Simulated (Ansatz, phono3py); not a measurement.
# Heat carried by phonons in NaCl (Fm-3m), part 4 of 4

How well does the lattice of NaCl conduct heat?

Measurements to reproduce:
- thermal conductivity 7.1 W/m/K near room temperature (given in “Combining the AFLOW GIBBS and Elastic Libraries to efficiently and robustly screen thermo-mechanical properties of solids”, 2017, arXiv:1611.05714)
- thermal conductivity 7.1 W/m/K near room temperature (given in “Predicting the lattice thermal conductivity of solids by solving the Boltzmann transport equation: AFLOW - AAPL an automated, accurate and efficient framework”, 2017, arXiv:1611.05481)

Ansatz 0.2.0; DFT LDA, scalar-relativistic, plane waves, PAW; PAW set soft_1.

So far, κ at 300 K (relaxation time) (W/m/K): step 7 (third-order constants on small settings) 12.6. Also highest frequency (cm⁻¹): step 7 270. The relaxed cell has a = 5.464 Å (conventional setting).

The database entry behind the starting cell differs from later determinations by our own check (an axis about 0.4 % short against later determinations), so it need not match the best structure at ambient conditions.

## Step 8: Third-order constants and the Boltzmann equation, k-mesh 6×6×6, third order supercell 3×3×3 (continued)

300 K; a sample spread over frequency. Mode lifetimes, by row, the first 40 of 90 rows:

```csv
q1,q2,q3,branch,frequency (THz),rms speed (km/s),three-phonon rate (1/ps),isotope rate (1/ps),lifetime (ps),mean free path (nm)
0,0.0526,0.0526,1,0.444,2.27,0.00217,7.62e-7,460,1050
0,0.0526,0.0526,3,1.042,5.35,0.176,5.08e-5,5.68,30.4
0,0.1579,0.2105,1,1.509,1.95,0.0773,2.42e-4,12.9,25.1
0,0.0526,0.2105,1,1.731,2.8,0.524,4.64e-4,1.91,5.33
0,0.0526,-0.1053,3,1.941,4.42,0.224,7.94e-4,4.44,19.6
0,0.3158,0.3158,1,2.117,1.01,0.0541,0.00114,18.1,18.3
0,0,0.1579,3,2.231,4.26,0.0973,0.00166,10.1,43.1
0.0526,0.3684,0.4211,1,2.355,1.01,0.0704,0.00208,13.8,14
0,0.0526,-0.2632,1,2.444,2.79,0.471,0.00305,2.11,5.89
0.0526,0.2632,0.3684,2,2.497,2.93,0.22,0.0035,4.48,13.1
0,0.1579,-0.2632,1,2.573,2.26,0.194,0.00382,5.05,11.4
0.1053,0.2632,0.3684,2,2.648,3.27,0.346,0.00435,2.85,9.32
0.1053,0.2632,0.4737,1,2.734,1.89,0.188,0.00459,5.19,9.83
0.0526,0.1579,0.4211,1,2.81,2.26,0.368,0.00534,2.68,6.04
0,0,0.3158,1,2.89,2.86,0.518,0.00628,1.91,5.44
0.0526,0.4211,-0.3684,1,2.955,1.55,0.225,0.00587,4.32,6.71
0.0526,0.1053,0.4211,1,3.033,2.37,0.429,0.00715,2.29,5.43
0.0526,0.3158,0.4737,2,3.102,3.13,0.227,0.00709,4.27,13.4
0.1053,0.3158,-0.2632,1,3.165,1.65,0.107,0.00717,8.73,14.4
0.1053,0.4211,-0.3158,1,3.234,1.68,0.233,0.00817,4.15,7
0,0.2105,-0.4737,1,3.289,1.88,0.429,0.00975,2.28,4.28
0.2105,0.4211,-0.3158,1,3.38,1.42,0.102,0.0108,8.85,12.6
0,0.1053,0.4737,1,3.437,2,0.394,0.0137,2.45,4.91
0.0526,0.2105,-0.3684,1,3.496,1.96,0.272,0.0087,3.57,7
0,0.0526,-0.3684,2,3.554,2.17,0.448,0.0127,2.17,4.71
0,0,0.4211,2,3.606,2.15,0.401,0.0177,2.39,5.12
0.0526,0.3684,-0.4211,2,3.667,3.2,0.158,0.0141,5.81,18.6
0.1579,0.4737,-0.3158,2,3.727,1.01,0.0718,0.0155,11.5,11.6
0.1579,0.3684,-0.3684,2,3.786,1.71,0.196,0.0162,4.72,8.06
0.0526,0.1579,-0.4211,2,3.825,0.51,0.35,0.0232,2.68,1.37
0.1053,0.2105,-0.4211,2,3.876,1.5,0.34,0.0324,2.69,4.04
0.0526,0.3158,-0.4211,2,3.91,1.23,0.178,0.0196,5.06,6.21
0.0526,0.4211,-0.4211,3,3.969,0.96,0.0745,0.0113,11.7,11.2
0.1053,0.3684,-0.4211,3,4.024,1.73,0.15,0.00927,6.27,10.9
0,0.3158,-0.4211,3,4.114,3.16,0.107,0.0113,8.46,26.7
0.1579,0.3158,-0.4211,3,4.216,2.25,0.371,0.00801,2.64,5.93
0.1579,0.3158,-0.4737,3,4.305,1.76,0.327,0.0107,2.96,5.21
0.0526,0.2632,-0.4211,3,4.397,2.67,0.202,0.0211,4.48,12
0.0526,0.2105,-0.2105,3,4.466,2.01,0.255,0.0239,3.59,7.22
0.0526,0.1579,-0.2632,3,4.527,1.55,0.252,0.0319,3.53,5.47
```

Without the LO-TO term. Gamma linewidths, by row:

```csv
branch,frequency (cm⁻¹),three-phonon rate (1/ps),isotope rate (1/ps),FWHM (cm⁻¹)
4,188.3,0.305,0.0216,1.73
5,188.3,0.305,0.0216,1.73
6,188.3,0.305,0.0216,1.73
```

W/m/K, third of the trace; RTA populations with a boundary rate v/L added to each mode (Matthiessen's rule). Kappa by grain size, by row:

```csv
T (K),bulk,10 nm,30 nm,100 nm,300 nm,1000 nm,10000 nm,100000 nm
100,28.83,5.018,9.879,16.11,20.72,24.15,27.76,28.7
300,9.684,3.966,5.946,7.557,8.468,9.097,9.597,9.675
600,4.915,2.69,3.563,4.176,4.518,4.745,4.894,4.913
```

W/m/K, third of the trace; RTA populations with the isotope rates scaled. Kappa by mass disorder, by row:

```csv
T (K),no isotopes,as typed,variance x 3,variance x 10,variance x 30
100,32.29,28.83,24.73,18.41,12.69
300,10.08,9.684,9.045,7.618,5.765
600,5.017,4.915,4.734,4.254,3.471
```

At 300 K the relaxation-time value is 9.80 W/(m K).

## Step 9: Levels and costs side by side

Ladder, by row:

```csv
cells or q mesh,k mesh,pair cutoff,atoms in the supercell,q-mesh of the transport sums,κ at 300 K (relaxation time) (W/m/K),κ at 300 K (full solution) (W/m/K),core-minutes
4x4x4,8x8x8,2.882,16,11×11×11,12.59,13.59,24.2
6x6x6,6x6x6,4.014,54,19×19×19,9.801,11.65,125.1
```

## Step 10: What came out

```json
{
 "highest frequency": "269.7 cm⁻¹",
 "Debye temperature from the second moment": "302 K",
 "κ at 300 K (relaxation time)": "9.801 W/m/K",
 "κ at 300 K (full solution)": "11.65 W/m/K",
 "mean free path at half of κ": "13.8 nm",
 "share of κ above the three lowest branches": "0.102"
}
```

**Reading.** The lattice of NaCl conducts 11.7 W/(m K) at 300 K by LDA (mean over directions, full solution). The full solution lies +19 % from the relaxation-time value at 300 K, a sign that momentum-conserving scattering matters. Above 300 K the relaxation-time κ falls as T^-0.94, near the 1/T law of three-phonon scattering. Grains of 100 nm would keep 78 % of the bulk value at 300 K, and grains of 1 µm 94 %. Removing the natural isotope disorder raises κ at 300 K by 4 %. The first rung (16 atoms, cutoff 2.88 Å) gave 12.6 W/(m K) by relaxation time for 0.19 times the cost of the last; short cutoffs miss scattering channels and can err either way, and the meshes changed too. A measured thermal conductivity near room temperature is 7.1 W/m/K (arXiv:1611.05714); the calculated 11.7 W/m/K differs by +64 %. The relaxed cell is 8 % smaller in volume than the database cell, which stiffens most phonons and usually raises κ; no run here tested that. Four-phonon, defect and boundary scattering, which are left out, would lower the calculated value; thermal expansion is left out too. The sum rules changed one orbit of cubic constants by up to 11 %; by the manual a large change points to a short cutoff or, on a small and distant orbit, to noisy forces. Below 100 K the values hang on the q-mesh and, in a real crystal, on its size. The conductivities include the coherence part between close branches; the shares for grains, isotopes, branches and paths are of the relaxation-time populations alone. Cubic couplings among atoms farther apart than the pair cutoff are dropped, and neither the cutoff nor the q-mesh was shown to be converged here. The PAW files were made for PBE and are used here under another functional, for which the program regenerates the frozen cores. The cell of these runs is 8 % smaller in volume than the database cell; frequencies and all that rests on them shift with it.

[Logs are printed without paths, hosts, clocks, repeated set-up lines and the standing remarks that a program may print on its own settings, such as how far it seeks lower states.]

[Hosts, paths, dates, database ids (printed as entryN), source tags and the programs' standing remarks are cut or masked in the printed files.]

[A step with changed settings may run another functional than the one named; its input shows which.]
